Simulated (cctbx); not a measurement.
# A crystallographic session in cctbx: Re5Bi8Te4

Library: cctbx 2025.11. The data are simulated by the first script.

## 1. Simulate the data

run.py:

```python
from cctbx import adptbx, crystal, miller, sgtbx, xray
from cctbx.array_family import flex
from iotbx.shelx import hklf
from scitbx import matrix
import scitbx.random

cs = crystal.symmetry(unit_cell=(4.14, 4.14, 95.253, 90, 90, 120), space_group_symbol='Hall: -R 3 2"')  # R-3m
atoms = [  # label, site, U (iso, or U11 U22 U33 U12 U13 U23 in A^2), occupancy
    ("Bi1", (1/3, 2/3, 0.25693), (0.0037, 0.0037, 0.0047, 0.0019, 0.0000, 0.0000), 1),
    ("Bi2", (1/3, 2/3, 0.31503), (0.0037, 0.0037, 0.0045, 0.0018, -0.0000, 0.0000), 1),
    ("Bi3", (2/3, 1/3, 0.15603), (0.0032, 0.0032, 0.0018, 0.0016, -0.0000, 0.0000), 1),
    ("Bi4", (2/3, 1/3, 0.21813), (0.0027, 0.0027, 0.0036, 0.0014, 0.0000, 0.0000), 1),
    ("Re1", (2/3, 1/3, 0.27153), (0.0034, 0.0034, 0.0034, 0.0017, 0.0000, -0.0000), 1),
    ("Re2", (0, 0, 0), (0.0029, 0.0029, 0.0029, 0.0015, 0.0000, 0.0000), 1),
    ("Re3", (2/3, 1/3, 0.03713), (0.0045, 0.0045, 0.0107, 0.0023, 0.0000, 0.0000), 1),
    ("Te1", (1/3, 2/3, 0.18603), (0.0051, 0.0051, 0.0034, 0.0026, 0.0000, 0.0000), 1),
    ("Te2", (2/3, 1/3, 0.10083), (0.0046, 0.0046, 0.0051, 0.0023, 0.0000, 0.0000), 1),
]
xs = xray.structure(crystal_symmetry=cs)
for label, site, u, occ in atoms:
    u = adptbx.u_cif_as_u_star(cs.unit_cell(), u) if isinstance(u, tuple) else u
    xs.add_scatterer(xray.scatterer(label, site=site, u=u, occupancy=occ))
xs.set_inelastic_form_factors(0.71073, "sasaki")
xs.show_summary()
p1 = xs.expand_to_p1()
ms = miller.build_set(p1, anomalous_flag=True, d_min=0.8)
flex.set_random_seed(283800)
scitbx.random.set_random_seed(283800)
ms = ms.select(flex.random_double(ms.size()) < 0.5)
i = ms.structure_factors_from_scatterers(p1, algorithm="direct").f_calc().as_intensity_array().data()
i = i / flex.sqrt(1 + 0.1 * i / flex.max(i))  # extinction
i = i * 40000 / flex.max(i)
sig = flex.sqrt(i + flex.pow2(0.06 * i) + 2 ** 2)
noise = scitbx.random.variate(scitbx.random.normal_distribution())(i.size())
data = ms.array(data=i + sig * noise, sigmas=sig).set_observation_type_xray_intensity()
with open("data.hkl", "w") as f:
    data.export_as_shelx_hklf(f)
print("reflections written:", data.size(), " <I/sigma> = %.1f" % flex.mean(data.data() / data.sigmas()))
for h, a, b in list(data.sort("data"))[:12]:
    print("%4d%4d%4d %9.1f %7.1f" % (h + (a, b)))
```

```console
$ python run.py
```

```text
Number of scatterers: 9
At special positions: 9
Unit cell: (4.14, 4.14, 95.253, 90, 90, 120)
Space group: R -3 m :H (No. 166)
reflections written: 5661  <I/sigma> = 3.5
  -1   1 -17   42268.8  2408.3
   1   0 -17   41129.1  2408.3
  -1   2   0   39567.0  2245.0
   1   1   0   39406.2  2245.0
   0  -1 -17   38077.5  2408.3
   2   0  17   30269.3  1724.0
  -2   0 -17   28219.5  1724.0
   2  -2 -17   26662.0  1724.0
   0  -3   0   24999.7  1375.9
   3  -3   0   24242.2  1375.9
   0  -1  34   23444.9  1472.6
  -1   3  17   23094.5  1355.6
```

Run time: 0.25 s on 1 thread of Arm Neoverse V2, on a shared host, peak memory 0.07 GiB.

## 2. Symmetry

run.py:

```python
from cctbx import crystal, sgtbx, statistics
from cctbx.array_family import flex
from iotbx.shelx import hklf

p1 = crystal.symmetry(unit_cell=(4.14, 4.14, 95.253, 90, 90, 120), space_group_symbol="P 1")
raw = hklf.reader(file_name="data.hkl").as_miller_arrays(crystal_symmetry=p1, anomalous=True)[0]
print(raw.size(), "reflections to d = %.3f A" % raw.d_min())
isig = raw.data() / raw.sigmas()
print("centring   violations  <I/sigma> of those")
best = "P"
for c in "ABCIRF":
    a = raw.customized_copy(space_group_info=sgtbx.space_group_info("Hall: %s 1" % c)).sys_absent_flags().data()
    m = flex.mean(isig.select(a))
    print("%5s %10d of %5d %8.1f" % (c, (isig.select(a) > 4).count(True), a.count(True), m))
    if (isig.select(a) > 4).count(True) < 0.01 * a.count(True):
        best = c
raw = raw.select(~raw.customized_copy(space_group_info=sgtbx.space_group_info("Hall: %s 1" % best)).sys_absent_flags().data())
isig = raw.data() / raw.sigmas()
rows = []
for s in sgtbx.space_group_symbol_iterator():
    g = sgtbx.space_group(s)
    if g.conventional_centring_type_symbol() != best or not g.is_compatible_unit_cell(p1.unit_cell(), 1e-3, 0.02):
        continue
    rows.append((s, g))
print("Laue class    unique    Rint  (classes that these axes allow; Friedel mates merged)")
rint = {}
for s, g in rows:
    laue = g.build_derived_patterson_group()
    key = laue.type().hall_symbol()
    if key not in rint:
        m = raw.customized_copy(space_group_info=laue.info(), anomalous_flag=False).merge_equivalents()
        rint[key] = m.r_int()
        print("%-14s %6d %7.3f" % (laue.type().lookup_symbol(), m.array().size(), m.r_int()))
floor = min(rint.values())
good = [(s, g) for s, g in rows if rint[g.build_derived_patterson_group().type().hall_symbol()] < 2 * floor + 0.03]
top = max(g.build_derived_patterson_group().order_z() for s, g in good)
print("space group    extra absences  I>4sigma  <I/sigma>")
for s, g in good:
    laue = g.build_derived_patterson_group()
    if laue.order_z() != top:
        continue
    a = raw.customized_copy(space_group_info=g.info()).sys_absent_flags().data()
    a &= ~raw.customized_copy(space_group_info=laue.info()).sys_absent_flags().data()
    bad = (isig.select(a) > 4).count(True)
    if bad <= 0.03 * a.count(True):
        print("%-16s %8d %10d %9s  %s" % (s.universal_hermann_mauguin(), a.count(True), bad, "%.1f" % flex.mean(isig.select(a)) if a.count(True) else "-", "centric" if g.is_centric() else "acentric"))
laue = max(good, key=lambda t: t[1].build_derived_patterson_group().order_z())[1].build_derived_patterson_group()
f = raw.customized_copy(space_group_info=laue.info(), anomalous_flag=False).merge_equivalents().array().eliminate_sys_absent().f_sq_as_f()
f.set_observation_type_xray_amplitude()
bins = max(3, min(8, f.size() // 12))
f.setup_binner(n_bins=bins)
w = statistics.wilson_plot(f, {e: n / laue.order_z() for e, n in {'Bi': 24.0, 'Re': 15.0, 'Te': 12.0}.items()}, e_statistics=True)
print("Wilson B = %.2f A^2   <|E^2-1|> = %.3f (0.968 centric, 0.736 acentric)   E^2>4: %.1f %%" % (w.wilson_b, w.mean_e_sq_minus_1, w.percent_e_sq_gt_2))
print("shell (A)         n   <I/sigma>")
m = raw.customized_copy(space_group_info=laue.info(), anomalous_flag=False).merge_equivalents().array().eliminate_sys_absent()
for b in m.setup_binner(n_bins=bins).range_used():
    sel = m.binner().selection(b)
    print("%5.2f - %4.2f %6d %8.1f" % (min(m.binner().bin_d_range(b)[0] if m.binner().bin_d_range(b)[0] > 0 else 99, 99), m.binner().bin_d_range(b)[1], sel.count(True), flex.mean((m.data() / m.sigmas()).select(sel))))
```

```console
$ python run.py
```

```text
5661 reflections to d = 0.800 A
centring   violations  <I/sigma> of those
    A        807 of  2827      3.4
    B        800 of  2855      3.4
    C        813 of  2786      3.5
    I        812 of  2875      3.4
    R          0 of  3784     -0.0
    F       1210 of  4234      3.4
Laue class    unique    Rint  (classes that these axes allow; Friedel mates merged)
R -3 :H           642   0.044
R -3 m :H         460   0.045
space group    extra absences  I>4sigma  <I/sigma>
R 3 2 :H                0          0         -  acentric
R 3 m :H                0          0         -  acentric
R -3 m :H               0          0         -  centric
Wilson B = 0.20 A^2   <|E^2-1|> = 1.053 (0.968 centric, 0.736 acentric)   E^2>4: 3.7 %
shell (A)         n   <I/sigma>
31.78 - 1.60     76     16.6
 1.60 - 1.27     56     17.7
 1.27 - 1.11     61     19.5
 1.11 - 1.01     48     20.3
 1.01 - 0.94     63     20.3
 0.94 - 0.88     53     20.1
 0.88 - 0.84     47     19.9
 0.84 - 0.80     56     18.0
```

Time: 0.24 s.

## 3. Patterson map

run.py:

```python
from cctbx import crystal, maptbx
from iotbx.shelx import hklf

cs = crystal.symmetry(unit_cell=(4.14, 4.14, 95.253, 90, 90, 120), space_group_symbol='Hall: -R 3 2"')  # R-3m
raw = hklf.reader(file_name="data.hkl").as_miller_arrays(crystal_symmetry=cs, anomalous=True)[0]
merged = raw.eliminate_sys_absent().merge_equivalents()
fo2 = merged.array().set_observation_type_xray_intensity()
f = fo2.average_bijvoet_mates().f_sq_as_f()
pm = f.patterson_map(symmetry_flags=maptbx.use_space_group_symmetry, sharpening=False, resolution_factor=0.25)
peaks = pm.peak_search(parameters=maptbx.peak_search_parameters(min_distance_sym_equiv=0.4, max_clusters=14)).all()
top = peaks.heights()[0]
print("Patterson group", f.patterson_symmetry().space_group_info())
print("      u       v       w   height  length (A)")
for x, h in zip(peaks.sites(), peaks.heights()):
    y = [t - round(t) for t in x]
    print("%7.3f %7.3f %7.3f %8.1f %8.2f" % (x + (1000 * h / top, cs.unit_cell().length(y))))
```

```console
$ python run.py
```

```text
Patterson group R -3 m :H
      u       v       w   height  length (A)
  0.000   0.000   0.000   1000.0     0.00
  0.000   0.000   0.294    687.3    27.99
  0.000   0.000   0.412    617.8    39.24
  0.000   0.000   0.116    581.5    11.06
  0.000   0.000   0.472    581.1    44.95
  0.000   0.000   0.178    562.2    16.91
  0.000   0.000   0.235    555.9    22.42
  0.000   0.000   0.058    459.8     5.53
  0.000   0.000   0.351    411.7    33.45
  0.000   0.000   0.126    119.6    12.03
  0.000   0.000   0.458     94.4    43.66
  0.000   0.000   0.224     89.8    21.30
  0.000   0.000   0.304     86.6    28.97
  0.000   0.000   0.249     61.5    23.73
```

Time: 0.25 s.

## 4. Charge flipping

run.py:

```python
import itertools
from cctbx import crystal, maptbx
from cctbx.array_family import flex
from iotbx.shelx import hklf
from smtbx.ab_initio import charge_flipping as cf

cs = crystal.symmetry(unit_cell=(4.14, 4.14, 95.253, 90, 90, 120), space_group_symbol='Hall: -R 3 2"')  # R-3m
raw = hklf.reader(file_name="data.hkl").as_miller_arrays(crystal_symmetry=cs, anomalous=True)[0]
merged = raw.eliminate_sys_absent().merge_equivalents()
fo2 = merged.array().set_observation_type_xray_intensity()
f = fo2.average_bijvoet_mates().f_sq_as_f().resolution_filter(d_min=0.8)
p1 = f.expand_to_p1()
work = p1
flex.set_random_seed(8330)
it = cf.weak_reflection_improved_iterator(delta=None, weak_reflection_fraction=0.1)
it.start(work, phases=flex.random_double(p1.size()) * 6.2832, f_000=0)
it.delta = 1.2 * it.rho_map.sigma()
print("cycle      R  skewness")
for n, st in enumerate(itertools.islice(it, 150)):
    if n % 12 == 0:
        print("%5d %6.3f %8.2f" % (n, st.r1_factor(), st.rho_map.skewness()))
rho = p1.phase_transfer(it.f_calc).fft_map().apply_volume_scaling()
polish = cf.low_density_elimination_iterator(constant_rho_c=rho.sigma())
polish.start(f_obs=p1, phases=it.f_calc, f_000=0)
for _ in range(8):
    next(polish)
print("origin shift          correlation  skewness")
maps = []
for fc, shift, cc in itertools.islice(cf.f_calc_symmetrisations(f, polish.f_calc, 0), 4):
    m = f.phase_transfer(fc).fft_map(symmetry_flags=maptbx.use_space_group_symmetry, resolution_factor=0.25).apply_sigma_scaling()
    maps.append((m.skewness(), cc, m))
    print("%6.3f %6.3f %6.3f %10.3f %9.2f" % (tuple(shift) + (cc, m.skewness())))
skew, cc, m = max((t for t in maps if t[1] > maps[0][1] - 0.04), key=lambda t: t[0])
print("taken: symmetry correlation %.3f, skewness %.2f" % (cc, skew))
peaks = m.peak_search(parameters=maptbx.peak_search_parameters(min_distance_sym_equiv=0.9, max_clusters=14)).all()
sps = cs.special_position_settings(min_distance_sym_equiv=0.5)
print("peak      x       y       z  mult  height/sigma")
for k, (x, h) in enumerate(zip(peaks.sites(), peaks.heights())):
    ss = sps.site_symmetry(x)
    print("Q%-3d %7.4f %7.4f %7.4f %4d %8.1f" % ((k + 1,) + tuple(t % 1 for t in ss.exact_site()) + (ss.multiplicity(), h)))
```

```console
$ python run.py
```

```text
cycle      R  skewness
    0  0.563     0.43
   12  0.428     3.65
   24  0.366     3.34
   36  0.376     3.25
   48  0.359     3.16
   60  0.371     3.06
   72  0.366     3.05
   84  0.362     3.08
   96  0.363     3.08
  108  0.363     3.13
  120  0.350     3.00
  132  0.366     3.10
  144  0.369     3.10
origin shift          correlation  skewness
 0.146  0.074  0.230      0.962      4.83
 0.146  0.074  0.377      0.963      4.94
 0.146  0.074  0.083      0.961      4.83
 0.146  0.073  0.289      0.963      4.71
taken: symmetry correlation 0.963, skewness 4.94
peak      x       y       z  mult  height/sigma
Q1    0.0000  0.0000  0.0894    6     17.0
Q2    0.0000  0.0000  0.5000    3     15.5
Q3    0.0000  0.0000  0.2051    6     14.2
Q4    0.0000  0.0000  0.0272    6     13.2
Q5    0.0000  0.0000  0.3830    6     12.5
Q6    0.0000  0.0000  0.3237    6     11.9
Q7    0.0000  0.0000  0.2657    6     10.9
Q8    0.0000  0.0000  0.4372    6      5.8
Q9    0.0000  0.0000  0.4527    6      5.1
Q10   0.0000  0.0000  0.3961    6      4.6
Q11   0.0000  0.0000  0.1534    6      4.6
Q12   0.0000  0.0000  0.1433    6      4.3
Q13   0.0000  0.0000  0.3130    6      3.5
Q14   0.0000  0.0000  0.0392    6      3.0
```

Time: 0.52 s.

## 5. Refinement (model from the peaks)

run.py:

```python
import math
from cctbx import adptbx, crystal, maptbx, sgtbx, xray
from cctbx.array_family import flex
from cctbx.xray import observations
from iotbx.shelx import hklf
from scitbx.lstbx import normal_eqns_solving
from smtbx import absolute_structure, utils
from smtbx.refinement import constraints, least_squares

cs = crystal.symmetry(unit_cell=(4.14, 4.14, 95.253, 90, 90, 120), space_group_symbol='Hall: -R 3 2"')  # R-3m
atoms = [  # label, site, U (iso, or U11 U22 U33 U12 U13 U23 in A^2), occupancy
    ("Bi1", (0, 0, 0.0894), 0.0200, 1),
    ("Re1", (0, 0, 0.5), 0.0200, 1),
    ("Bi2", (0, 0, 0.2051), 0.0200, 1),
    ("Bi3", (0, 0, 0.0272), 0.0200, 1),
    ("Bi4", (0, 0, 0.383), 0.0200, 1),
    ("Re2", (0, 0, 0.3237), 0.0200, 1),
    ("Re3", (0, 0, 0.2657), 0.0200, 1),
    ("Te1", (0, 0, 0.4372), 0.0200, 1),
    ("Te2", (0, 0, 0.4527), 0.0200, 1),
]
xs = xray.structure(crystal_symmetry=cs)
for label, site, u, occ in atoms:
    u = adptbx.u_cif_as_u_star(cs.unit_cell(), u) if isinstance(u, tuple) else u
    xs.add_scatterer(xray.scatterer(label, site=site, u=u, occupancy=occ))
xs.set_inelastic_form_factors(0.71073, "sasaki")
raw = hklf.reader(file_name="data.hkl").as_miller_arrays(crystal_symmetry=cs, anomalous=True)[0]
merged = raw.eliminate_sys_absent().merge_equivalents()
fo2 = merged.array().set_observation_type_xray_intensity()
print("Rint %.3f, %d unique reflections to %.2f A" % (merged.r_int(), fo2.size(), fo2.d_min()))
for sc in xs.scatterers():
    sc.flags.set_grad_site(True)
    sc.flags.set_grad_u_aniso(sc.flags.use_u_aniso())
    sc.flags.set_grad_u_iso(sc.flags.use_u_iso())
obs = fo2.as_xray_observations()
extra = {}
rep = constraints.reparametrisation(xs, [], utils.connectivity_table(xs), **extra)
ls = least_squares.crystallographic_ls(obs, rep, weighting_scheme=least_squares.mainstream_shelx_weighting(a=0, b=0))
print("cycle     R1     wR2    GooF  max shift (A)")
for cycle in range(6):
    ls.build_up()
    r1, wr2, goof = ls.r1_factor(cutoff_factor=2)[0], ls.wR2(), ls.goof()
    old = xs.sites_cart()
    normal_eqns_solving.levenberg_marquardt_iterations(ls, n_max_iterations=3, tau=0.0001, step_threshold=1e-7)
    big = flex.max((xs.sites_cart() - old).norms())
    print("%4d %7.4f %7.4f %7.3f %9.5f" % (cycle + 1, r1, wr2, goof, big))
    ls.build_up(objective_only=True)
    if abs(ls.wR2() - wr2) < 5e-5 and big < 5e-4:
        break
ls.build_up()
print("final R1 %.4f wR2 %.4f GooF %.3f  parameters %d  data/parameter %.1f" % (ls.r1_factor(cutoff_factor=2)[0], ls.wR2(), ls.goof(), ls.n_parameters, fo2.size() / ls.n_parameters))
cov = ls.covariance_matrix_and_annotations()
su = dict(zip(cov.annotations, (math.sqrt(max(v, 0)) for v in cov.matrix.matrix_packed_u_diagonal())))
a2 = cs.unit_cell().reciprocal_parameters()[0] ** -2
print("atom        x        y        z      Ueq    occ   su(xyz)  su(Uiso or U11)")
for sc in xs.scatterers():
    s = max(su.get(sc.label + k, 0) for k in (".x", ".y", ".z"))
    npd = "" if sc.is_positive_definite_u(cs.unit_cell()) else "  NPD"
    print("%-5s %8.5f %8.5f %8.5f %8.4f %6.3f %8.5f %7.4f%s" % ((sc.label,) + sc.site + (sc.u_iso_or_equiv(cs.unit_cell()), sc.occupancy, s, su.get(sc.label + ".uiso", su.get(sc.label + ".u11", 0) * a2), npd)))
fo = fo2.f_sq_as_f()
fc = fo.structure_factors_from_scatterers(xs, algorithm="direct").f_calc()
diff = fo.f_obs_minus_f_calc(1 / math.sqrt(ls.scale_factor()), fc).average_bijvoet_mates()
m = diff.fft_map(symmetry_flags=maptbx.use_space_group_symmetry, resolution_factor=0.25).apply_volume_scaling()
print("difference map: max %.2f min %.2f rms %.2f" % (m.statistics().max(), m.statistics().min(), m.statistics().sigma()))
peaks = m.peak_search(parameters=maptbx.peak_search_parameters(min_distance_sym_equiv=0.6, max_clusters=5)).all()
near = xs.closest_distances(peaks.sites(), distance_cutoff=4)
sps = cs.special_position_settings(min_distance_sym_equiv=0.5)
for k, (x, h) in enumerate(zip(peaks.sites(), peaks.heights())):
    ss = sps.site_symmetry(x)
    print("Q%-3d %7.4f %7.4f %7.4f %4d %7.2f  %.2f A from %s" % ((k + 1,) + tuple(t % 1 for t in ss.exact_site()) + (ss.multiplicity(), h, near.smallest_distances[k], xs.scatterers()[near.i_seqs[k]].label)))
```

```console
$ python run.py
```

```text
Rint 0.045, 460 unique reflections to 0.80 A
cycle     R1     wR2    GooF  max shift (A)
   1  0.7020  0.9352  20.621   0.31755
   2  0.5142  0.8142  17.952   0.17859
   3  0.4713  0.7674  16.920   0.02799
   4  0.4642  0.7623  16.806   0.02296
   5  0.5607  0.8448  18.627   0.01671
   6  0.4844  0.7747  17.080   0.02549
final R1 0.4715 wR2 0.7671 GooF 16.913  parameters 17  data/parameter 27.1
atom        x        y        z      Ueq    occ   su(xyz)  su(Uiso or U11)
Bi1    0.00000  0.00000  0.08842   0.0001  1.000  0.00021  0.0042
Re1    0.00000  0.00000  0.50000   0.0001  1.000  0.00000  0.0053
Bi2    0.00000  0.00000  0.20676   0.0001  1.000  0.00020  0.0038
Bi3    0.00000  0.00000  0.02700   0.0001  1.000  0.00020  0.0042
Bi4    0.00000  0.00000  0.38181   0.0055  1.000  0.00022  0.0046
Re2    0.00000  0.00000  0.32049   0.0001  1.000  0.00024  0.0038
Re3    0.00000  0.00000  0.26424   0.0001  1.000  0.00021  0.0040
Te1    0.00000  0.00000  0.43198   0.0001  1.000  0.00036  0.0056
Te2    0.00000  0.00000  0.44984   0.0001  1.000  0.00032  0.0058
difference map: max 312.47 min -116.77 rms 19.44
Q1    0.0000  0.0000  0.2646    6  312.47  0.03 A from Re3
Q2    0.0000  0.0000  0.0873    6  311.35  0.11 A from Bi1
Q3    0.0000  0.0000  0.0267    6  299.01  0.03 A from Bi3
Q4    0.0000  0.0000  0.5000    3  294.54  0.00 A from Re1
Q5    0.0000  0.0000  0.3218    6  262.69  0.13 A from Re2
```

Time: 0.57 s.

Figures of merit this high mean that the model is still wrong or incomplete.

## 6. Charge flipping

run.py, as its changes from the last script of this kind:

```diff
@@ -13,2 +13,3 @@
-work = p1
-flex.set_random_seed(8330)
+p1.setup_binner_counting_sorted(reflections_per_bin=max(40, p1.size() // 12))
+work = p1.array(data=p1.data() / p1.amplitude_quasi_normalisations().data())
+flex.set_random_seed(8331)
@@ -19,2 +20,2 @@
-for n, st in enumerate(itertools.islice(it, 150)):
-    if n % 12 == 0:
+for n, st in enumerate(itertools.islice(it, 300)):
+    if n % 25 == 0:
```

```console
$ python run.py
```

```text
cycle      R  skewness
    0  0.578     0.31
   25  0.466     2.73
   50  0.446     2.63
   75  0.444     2.72
  100  0.445     2.64
  125  0.438     2.74
  150  0.440     2.60
  175  0.466     2.61
  200  0.468     2.66
  225  0.454     2.56
  250  0.462     2.58
  275  0.452     2.48
origin shift          correlation  skewness
 0.157  0.868  0.020      0.836      0.64
 0.102  0.358  0.022      0.828      0.52
 0.120  0.357  0.177      0.828      0.49
 0.102  0.358  0.110      0.827      0.54
taken: symmetry correlation 0.836, skewness 0.64
peak      x       y       z  mult  height/sigma
Q1    0.0000  0.0000  0.2682    6      6.1
Q2    0.0000  0.0000  0.3868    6      4.3
Q3    0.0943  0.5472  0.9002   18      4.0
Q4    0.0000  0.0000  0.1161    6      4.0
Q5    0.0000  0.0000  0.5542    6      3.9
Q6    0.0000  0.0000  0.3182    6      3.8
Q7    0.0000  0.0000  0.0268    6      3.7
Q8    0.0000  0.0000  0.7862    6      3.7
Q9    0.0000  0.0000  0.2578    6      3.5
Q10   0.0836  0.1672  0.0386   18      3.4
Q11   0.0000  0.0000  0.9203    6      3.3
Q12   0.0749  0.5374  0.1925   18      3.1
Q13   0.0000  0.0000  0.8585    6      3.0
Q14   0.0846  0.5423  0.4260   18      2.9
```

Run time: 0.65 s on 1 thread of Arm Neoverse V2, with other jobs on the host, peak memory 0.09 GiB.

[Logs are printed without paths, hosts, clocks, repeated set-up lines and the standing remarks that a program may print on its own settings, such as how far it seeks lower states.]
